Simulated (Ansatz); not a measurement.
# Ab initio melt-quench of Se (171 atoms)

Wanted: the structure of Se (171 atoms) in the melt and after a fast quench.

Program: Ansatz 0.2.0. Level of theory: Kohn-Sham DFT, PBE+D3(BJ), PAW (set soft_2, large core), plane waves. Results are calculated unless marked as measured.

**Experiments to compare with.** Optical transmittance of about 1200 nm thick a-Se films, thermally evaporated on glass at 10^-2 Pa (as-deposited and annealed up to 60 °C), was measured with a Shimadzu UV-2550 and the band gap was deduced from the absorption coefficient (“Investigations on Structural, Optical and X-Radiation Responsive Properties of a-Se Thin Films Fabricated by Thermal Evaporation Method at Low Vacuum Degree”, 2018, PMC5872947): optical gap 2.15 eV.

## 1. Starting point

The cell holds 171 atoms: 171 Se. Its edges and angles: a = 17.343 Å, b = 17.343 Å, c = 17.343 Å, α = 90.0°, β = 90.0°, γ = 90.0°. 171 atoms (171 Se) packed at random in a cube at 4.3 g/cm³ and pushed apart as soft spheres; a start for melting by ab initio MD, not an equilibrated structure.

Before any run, some limits are plain. Sampling is at Γ alone, for a cell whose shortest periodic width is 17 Å.

## 2. Single point at the start

A single point comes first, to see the forces before anything moves.

input.yaml

```yaml
crystal:
  lattice:
    - [17.3426, 0.0, 0.0]
    - [0.0, 17.3426, 0.0]
    - [0.0, 0.0, 17.3426]
  atoms:
    - { symbol: Se, position: [0.05289, 0.68769, 0.30774] }
    - { symbol: Se, position: [0.04681, 0.49557, 0.31635] }
    - { symbol: Se, position: [0.44472, 0.38006, 0.52947] }
    - { symbol: Se, position: [0.7825, 0.68904, 0.86884] }
    [... 161 atom lines left out ...]
    - { symbol: Se, position: [0.01861, 0.1354, 0.78006] }
    - { symbol: Se, position: [0.25315, 0.10911, 0.62618] }
    - { symbol: Se, position: [0.21078, 0.84944, 0.46946] }
    - { symbol: Se, position: [0.03372, 0.72059, 0.0318] }
    - { symbol: Se, position: [0.28734, 0.47352, 0.83591] }
    - { symbol: Se, position: [0.53594, 0.48898, 0.60422] }
kpoints:
  mp_grid: { grid: [1, 1, 1] }
hamiltonian:
  xc: pbe
  pseudopotentials: { kind: paw, core: large }
  dispersion: d3bj
scf:
  occupations: { method: fermi_dirac, width: 0.138 }
output:
  forces: true
```

Started as:

```console
$ ansatz run input.yaml --threads 32 --pin off --max-ram 92160MiB --backend cuda --events-out ev --progress --plain --runs-dir out --max-vram 78GiB
```

The job ended after 3.8 s (1 × NVIDIA GB200 with 32 threads of Arm Neoverse V2, shared host; peak memory 1.6 GiB; 7.6 s of CPU time).

That memory is the host's; the program planned up to 11.4 GiB on the GPU. Forces of this run were stored rounded, and per-atom blocks of the log weren't kept.

The program notes that potentials were chosen by core size.

Read from the output:

```yaml
free_energy: -440823.2587 eV
free_energy_per_atom: -2577.9138 eV/atom
scf_cycles: 9
r_m_s_force_component: 0.5844 eV/Å
longest_force: 2.029 eV/Å
fermi_energy: 3.619 eV
```

The r.m.s. force component of 0.58 eV/Å sets the starting point.

Length of the force by element:

| element | coordination | atoms | mean length of the force (eV/Å) | spread | least | most |
| --- | --- | --- | --- | --- | --- | --- |
| Se | all | 171 | 0.929 | 0.401 | 0.197 | 2.03 |

## 3. Melting at 1600 K

The random start is held at a high temperature, to make it forget its packing.

input.yaml, as its differences from that of step 2:

```diff
@@ -17 +17,8 @@
   forces: true
+md:
+  timestep: 3
+  n_steps: 130
+  ensemble: nvt_langevin
+  temperature: 1600
+  initial_velocities: maxwell_boltzmann
+  seed: 5359
```

Wall time 3.6 min (1 × NVIDIA GB200 with 32 threads); peak memory 1.7 GiB; 8.6 min of CPU time.

That memory is the host's.

The program notes that it switched symmetry off.

Rows from the run:

| time (fs) | T (K) | potential (meV/atom) |
| --- | --- | --- |
| 0.0 | 1591 | 0.0 |
| 24.0 | 1799 | -31.4 |
| 54.0 | 2091 | -103.0 |
| 78.0 | 2142 | -137.5 |
| 108.0 | 2294 | -175.1 |
| 129.0 | 2126 | -185.7 |
| 150.0 | 1884 | -178.3 |
| 180.0 | 1781 | -188.2 |
| 204.0 | 1920 | -190.4 |
| 234.0 | 1831 | -195.2 |
| 258.0 | 1713 | -197.2 |
| 282.0 | 1656 | -195.7 |
| 312.0 | 1588 | -197.1 |
| 336.0 | 1590 | -194.2 |
| 366.0 | 1564 | -191.2 |
| 390.0 | 1600 | -193.2 |

Mean square displacement from the first frame to the last: Se 2.0 Å².

Mean square displacement, Se against time lag:

time lag (fs), mean square displacement, Se (Å²) and a bar:
```
      3.0      0.001 
      9.0      0.005 
     18.0      0.018 #
     27.0      0.038 #
     42.0      0.086 ###
     51.0      0.120 ####
     57.0      0.145 #####
     66.0      0.185 ######
     75.0      0.227 ########
     81.0      0.256 #########
     90.0      0.300 ##########
    105.0      0.377 #############
    114.0      0.424 ##############
    123.0      0.472 ################
    129.0      0.505 #################
    138.0      0.554 ###################
    147.0      0.604 #####################
    153.0      0.638 ######################
    171.0      0.741 #########################
    177.0      0.775 ##########################
    186.0      0.828 ############################
    195.0      0.880 ##############################
```

Over the second half of 390 fs the temperature averages 1705 K, falling from about 1871 to 1610 K (means over the first and last quarter of that half). The atoms reach a mean square displacement of 2.0 Å² at the end; the farthest move is 3.11 Å. By the end of the lags followed (0.20 ps), the atoms have a mean square displacement of 0.88 Å², too little over such short lags to show that the memory of the start is lost. The run spans 0.39 ps, too short for its means to be equilibrium values.

## 4. Liquid at 1200 K

The hot cell is sampled with a Nosé–Hoover thermostat, which disturbs diffusion little, and with stress on.

input.yaml

```yaml
crystal:
  lattice:
    - [17.3426, 0.0, 0.0]
    - [0.0, 17.3426, 0.0]
    - [0.0, 0.0, 17.3426]
  atoms:
    - { symbol: Se, position: [0.05656, 0.66773, 0.2946] }
    - { symbol: Se, position: [0.0522, 0.48892, 0.3247] }
    - { symbol: Se, position: [0.38826, 0.41056, 0.49608] }
    - { symbol: Se, position: [0.77772, 0.73324, 0.88653] }
    [... 161 atom lines left out ...]
    - { symbol: Se, position: [0.97828, 0.16565, 0.81225] }
    - { symbol: Se, position: [0.18386, 0.09681, 0.71046] }
    - { symbol: Se, position: [0.23656, 0.88462, 0.55555] }
    - { symbol: Se, position: [0.06796, 0.64894, 0.04721] }
    - { symbol: Se, position: [0.33052, 0.39075, 0.84427] }
    - { symbol: Se, position: [0.53738, 0.45728, 0.61504] }
kpoints:
  mp_grid: { grid: [1, 1, 1] }
hamiltonian:
  xc: pbe
  pseudopotentials: { kind: paw, core: large }
  dispersion: d3bj
scf:
  occupations: { method: fermi_dirac, width: 0.103 }
output:
  forces: true
  stress: true
md:
  timestep: 3
  n_steps: 180
  ensemble: nvt_nose_hoover
  temperature: 1200
  initial_velocities: maxwell_boltzmann
  seed: 9505
```

Run time: 4.8 min. Hardware: 1 × NVIDIA GB200 with 32 threads; peak memory 1.8 GiB; 13 min of CPU time.

That memory is the host's.

The program notes that the SCF threshold is loose for the stress.

The trajectory, sampled:

| time (fs) | T (K) | potential (meV/atom) | conserved (meV/atom) |
| --- | --- | --- | --- |
| 0.0 | 1200 | 0.0 | 0.00 |
| 36.0 | 1362 | -21.2 | -0.09 |
| 72.0 | 1390 | -30.2 | -0.08 |
| 108.0 | 1283 | -28.8 | -0.03 |
| 144.0 | 1319 | -44.4 | -0.08 |
| 180.0 | 1317 | -51.6 | -0.05 |
| 216.0 | 1329 | -60.7 | -0.08 |
| 252.0 | 1271 | -61.8 | -0.08 |
| 288.0 | 1197 | -60.6 | -0.09 |
| 324.0 | 1139 | -58.9 | -0.11 |
| 360.0 | 1097 | -56.1 | -0.09 |
| 396.0 | 1181 | -66.7 | -0.10 |
| 432.0 | 1213 | -69.4 | -0.11 |
| 468.0 | 1227 | -69.7 | -0.10 |
| 504.0 | 1228 | -69.3 | -0.10 |
| 540.0 | 1139 | -58.0 | -0.10 |

Mean square displacement from the first frame to the last: Se 3.4 Å².

The mean square displacement, Se by time lag:

time lag (fs), mean square displacement, Se (Å²) and a bar:
```
        3       0.00 
       12       0.01 
       24       0.02 
       36       0.05 #
       45       0.07 ##
       57       0.11 ###
       69       0.16 ####
       78       0.20 ####
       90       0.25 ######
      102       0.31 #######
      114       0.37 ########
      123       0.42 #########
      135       0.49 ###########
      147       0.56 ############
      156       0.61 #############
      168       0.69 ###############
      180       0.76 #################
      192       0.84 ##################
      201       0.90 ####################
      213       0.98 #####################
      225       1.06 #######################
      234       1.12 #########################
      246       1.21 ##########################
      258       1.29 ############################
      270       1.37 ##############################
```

Over the second half of 540 fs the temperature averages 1179 K with swings of 52 K r.m.s. The conserved energy stays within 0.14 meV/atom. The atoms reach a mean square displacement of 3.4 Å² at the end; the farthest move is 4.94 Å. By the end of the lags followed (0.27 ps), the atoms have a mean square displacement of 1.4 Å², too little over such short lags to show that the memory of the start is lost. The potential energy still drifts by -8 meV/atom between the last two quarters, so the cell isn't at equilibrium and its averages are those of a relaxing fluid. The run spans 0.54 ps, too short for its means to be equilibrium values.

## 5. Structure statistics late in the run

The g(r) is a mean over the second half.

Density 4.30 g/cm³, 30.50 Å³ an atom.

Mean of 14 frames. Pair distribution function in bins of 0.1 Å:

| r (Å) | total |
| --- | --- |
| 1.95 | 0.00 |
| 2.05 | 0.03 |
| 2.15 | 0.32 |
| 2.25 | 1.10 |
| 2.35 | 1.68 |
| 2.45 | 1.65 |
| 2.55 | 1.28 |
| 2.65 | 1.02 |
| 2.75 | 1.00 |
| 2.85 | 0.95 |
| 2.95 | 0.83 |
| 3.05 | 0.75 |
| 3.15 | 0.82 |
| 3.25 | 0.81 |
| 3.35 | 0.91 |
| 3.45 | 1.01 |
| 3.55 | 1.02 |
| 3.65 | 1.09 |
| 3.75 | 1.16 |
| 3.85 | 1.19 |
| 3.95 | 1.14 |
| 4.05 | 1.06 |
| 4.15 | 1.10 |
| 4.25 | 1.06 |
| 4.35 | 1.01 |
| 4.45 | 0.94 |
| 4.55 | 0.92 |
| 4.65 | 0.93 |
| 4.75 | 0.95 |
| 4.85 | 0.94 |
| 4.95 | 1.02 |
| 5.05 | 1.03 |
| 5.15 | 1.03 |
| 5.25 | 1.09 |
| 5.35 | 1.07 |
| 5.45 | 1.00 |
| 5.55 | 1.04 |
| 5.65 | 1.01 |
| 5.75 | 1.05 |
| 5.85 | 1.05 |
| 5.95 | 1.04 |
| 6.05 | 0.98 |
| 6.15 | 0.99 |
| 6.25 | 0.92 |

The first peak of g(r) lies near 2.4 Å.

## 6. Quench from 1200 to 300 K

The set temperature is lowered linearly, to freeze the liquid.

input.yaml

```yaml
crystal:
  lattice:
    - [17.3426, 0.0, 0.0]
    - [0.0, 17.3426, 0.0]
    - [0.0, 0.0, 17.3426]
  atoms:
    - { symbol: Se, position: [0.04427, 0.73185, 0.28435] }
    - { symbol: Se, position: [0.02072, 0.57242, 0.35996] }
    - { symbol: Se, position: [0.49623, 0.36898, 0.58161] }
    - { symbol: Se, position: [0.83408, 0.81379, 0.89683] }
    [... 161 atom lines left out ...]
    - { symbol: Se, position: [0.98453, 0.07439, 0.77894] }
    - { symbol: Se, position: [0.1563, 0.12103, 0.72808] }
    - { symbol: Se, position: [0.24014, 0.79861, 0.53209] }
    - { symbol: Se, position: [0.10211, 0.57384, 0.06556] }
    - { symbol: Se, position: [0.31366, 0.44197, 0.85083] }
    - { symbol: Se, position: [0.53548, 0.49795, 0.57186] }
kpoints:
  mp_grid: { grid: [1, 1, 1] }
hamiltonian:
  xc: pbe
  pseudopotentials: { kind: paw, core: large }
  dispersion: d3bj
scf:
  occupations: { method: fermi_dirac, width: 0.103 }
output:
  forces: true
md:
  timestep: 3
  n_steps: 560
  ensemble: nvt_langevin
  temperature: 1200
  initial_velocities: maxwell_boltzmann
  seed: 1068
  temperature_schedule: [{ n_steps: 560, end_temperature: 300.0 }]
```

Run time: 16 min. Hardware: 1 × NVIDIA GB200 with 32 threads; peak memory 1.7 GiB; 36 min of CPU time.

That memory is the host's.

Rows from the run:

| time (fs) | T (K) | potential (meV/atom) |
| --- | --- | --- |
| 0.0 | 1193 | 0.0 |
| 108.0 | 1218 | -19.2 |
| 234.0 | 1178 | -17.6 |
| 342.0 | 1001 | -16.5 |
| 450.0 | 1019 | -32.6 |
| 576.0 | 939 | -41.0 |
| 684.0 | 879 | -56.5 |
| 792.0 | 819 | -63.3 |
| 918.0 | 782 | -78.5 |
| 1026.0 | 807 | -83.8 |
| 1119.0 | 712 | -95.6 |
| 1242.0 | 615 | -110.6 |
| 1350.0 | 491 | -124.4 |
| 1458.0 | 489 | -136.3 |
| 1584.0 | 423 | -151.3 |
| 1680.0 | 342 | -158.2 |

Mean square displacement at the end: Se 2.3 Å².

Potential energy along the quench, in blocks of steps:

| from (ps) | to (ps) | mean T (K) | potential energy (meV/atom, from the first step) |
| --- | --- | --- | --- |
| 0.00 | 0.11 | 1188 | -8.8 |
| 0.13 | 0.23 | 1208 | -11.7 |
| 0.25 | 0.36 | 1061 | -13.4 |
| 0.38 | 0.49 | 995 | -27.2 |
| 0.50 | 0.61 | 973 | -40.7 |
| 0.63 | 0.74 | 919 | -58.4 |
| 0.76 | 0.86 | 837 | -64.4 |
| 0.88 | 0.99 | 789 | -81.1 |
| 1.01 | 1.12 | 762 | -86.8 |
| 1.12 | 1.22 | 636 | -97.7 |
| 1.24 | 1.35 | 561 | -118.9 |
| 1.37 | 1.48 | 505 | -131.8 |
| 1.49 | 1.58 | 447 | -144.1 |
| 1.60 | 1.68 | 387 | -157.8 |

The set temperature runs from 1200 K to 300 K at 536 K/ps. The potential energy falls by 149 meV/atom from the first block (1188 K) to the last (387 K); harmonic vibrations alone would give 103 meV/atom, and the rest comes from structural change and anharmonicity.

## 7. Held at 300 K

A hold at room temperature samples the structure of the quenched cell.

input.yaml

```yaml
crystal:
  lattice:
    - [17.3426, 0.0, 0.0]
    - [0.0, 17.3426, 0.0]
    - [0.0, 0.0, 17.3426]
  atoms:
    - { symbol: Se, position: [0.0626, 0.72148, 0.24799] }
    - { symbol: Se, position: [0.02809, 0.57688, 0.27967] }
    - { symbol: Se, position: [0.45586, 0.36035, 0.5506] }
    - { symbol: Se, position: [0.79242, 0.73257, 0.79646] }
    [... 161 atom lines left out ...]
    - { symbol: Se, position: [0.95502, 0.12618, 0.78165] }
    - { symbol: Se, position: [0.18003, 0.10026, 0.68614] }
    - { symbol: Se, position: [0.2541, 0.83536, 0.52153] }
    - { symbol: Se, position: [0.08751, 0.63356, 0.98424] }
    - { symbol: Se, position: [0.2862, 0.43197, 0.88135] }
    - { symbol: Se, position: [0.49885, 0.53569, 0.52925] }
kpoints:
  mp_grid: { grid: [1, 1, 1] }
hamiltonian:
  xc: pbe
  pseudopotentials: { kind: paw, core: large }
  dispersion: d3bj
scf:
  occupations: { method: fermi_dirac, width: 0.05 }
output:
  forces: true
md:
  timestep: 3
  n_steps: 220
  ensemble: nvt_nose_hoover
  temperature: 300
  initial_velocities: maxwell_boltzmann
  seed: 7157
```

Elapsed: 5.1 min, on 1 × NVIDIA GB200 with 32 threads; peak memory 1.7 GiB.

That memory is the host's.

Rows from the run:

| time (fs) | T (K) | potential (meV/atom) | conserved (meV/atom) |
| --- | --- | --- | --- |
| 0.0 | 300 | 0.0 | 0.00 |
| 45.0 | 347 | -6.5 | -0.02 |
| 90.0 | 350 | -9.5 | -0.02 |
| 135.0 | 342 | -13.3 | -0.02 |
| 180.0 | 327 | -13.9 | -0.02 |
| 219.0 | 340 | -17.7 | -0.03 |
| 261.0 | 317 | -17.8 | -0.02 |
| 306.0 | 333 | -23.2 | -0.03 |
| 360.0 | 315 | -24.8 | -0.04 |
| 405.0 | 312 | -27.1 | -0.03 |
| 441.0 | 320 | -30.3 | -0.04 |
| 486.0 | 340 | -36.2 | -0.05 |
| 531.0 | 296 | -33.5 | -0.03 |
| 576.0 | 337 | -41.5 | -0.05 |
| 621.0 | 323 | -43.0 | -0.05 |
| 660.0 | 306 | -43.4 | -0.05 |

Mean square displacement from the first frame to the last: Se 0.73 Å².

Mean square displacement, Se against time lag:

time lag (fs), mean square displacement, Se (Å²) and a bar:
```
        3      0.000 
       15      0.002 
       30      0.009 #
       42      0.017 #
       69      0.039 ###
       84      0.054 #####
       96      0.065 ######
      111      0.081 #######
      123      0.094 ########
      138      0.111 ##########
      150      0.125 ###########
      180      0.163 ##############
      192      0.179 ################
      207      0.198 #################
      219      0.212 ###################
      234      0.230 ####################
      246      0.244 ######################
      261      0.261 #######################
      288      0.291 ##########################
      300      0.305 ###########################
      315      0.322 ############################
      330      0.340 ##############################
```

Over the second half of 660 fs the temperature averages 320 K with swings of 13 K r.m.s. The conserved energy stays within 0.05 meV/atom. The atoms reach a mean square displacement of 0.73 Å² at the end; the farthest move is 1.78 Å. The count of bonds goes from 166 in the first frame to 170 in the last, by one set of cutoffs: 10 pairs passed out of them and 14 came within. The run spans 0.66 ps, too short for its means to be equilibrium values.

## 8. Local order late in the run

The g(r) is a mean over the second half; what follows it is taken at the last frame.

Density 4.30 g/cm³, 30.50 Å³ an atom.

Mean of 14 frames. Pair distribution function in bins of 0.2 Å:

| r (Å) | total |
| --- | --- |
| 2.20 | 0.49 |
| 2.40 | 3.02 |
| 2.60 | 0.65 |
| 2.80 | 0.23 |
| 3.00 | 0.43 |
| 3.20 | 0.61 |
| 3.40 | 0.92 |
| 3.60 | 1.46 |
| 3.80 | 1.65 |
| 4.00 | 1.24 |
| 4.20 | 1.06 |
| 4.40 | 1.01 |
| 4.60 | 0.94 |
| 4.80 | 0.84 |
| 5.00 | 0.84 |
| 5.20 | 0.97 |
| 5.40 | 1.10 |
| 5.60 | 1.13 |
| 5.80 | 1.03 |
| 6.00 | 0.95 |
| 6.20 | 0.93 |
| 6.40 | 0.93 |
| 6.60 | 0.96 |
| 6.80 | 1.03 |
| 7.00 | 1.02 |
| 7.20 | 1.04 |
| 7.40 | 1.00 |
| 7.60 | 1.02 |

Bonds by pair of elements; cutoffs follow the first minimum of g(r), held within bounds set by covalent radii, and pairs that aren't listed don't count as bonded:

| pair A-B | cutoff (Å) | bonds | mean length (Å) | spread (Å) | shortest (Å) | B about A | A about B |
| --- | --- | --- | --- | --- | --- | --- | --- |
| Se-Se | 2.71 | 170 | 2.41 | 0.093 | 2.19 | 1.99 | 1.99 |

How many atoms have how many bonded neighbours:

| element | mean | 1 | 2 | 3 |
| --- | --- | --- | --- | --- |
| Se | 1.99 | 5 | 163 | 3 |

Rings of the network by King's shortest-path rule, up to 12 atoms, one path for each pair of neighbours; H, halogens, alkali and alkaline-earth atoms are left out, and the last column divides by all other atoms, bonded or not:

| ring size (atoms) | rings | per network atom |
| --- | --- | --- |
| 6 | 1 | 0.006 |

The first peak of g(r) lies near 2.4 Å. With the cutoffs above, 95 % of Se atoms have 2 bonded neighbours. All rings counted have 6 atoms.

(Part 1 of 2 ends here.)

[Logs are printed without paths, hosts, clocks, repeated set-up lines and the standing remarks that a program may print on its own settings, such as how far it seeks lower states.]

[Hosts, paths, dates, database ids (printed as entryN), source tags and the programs' standing remarks are cut or masked in the printed files.]
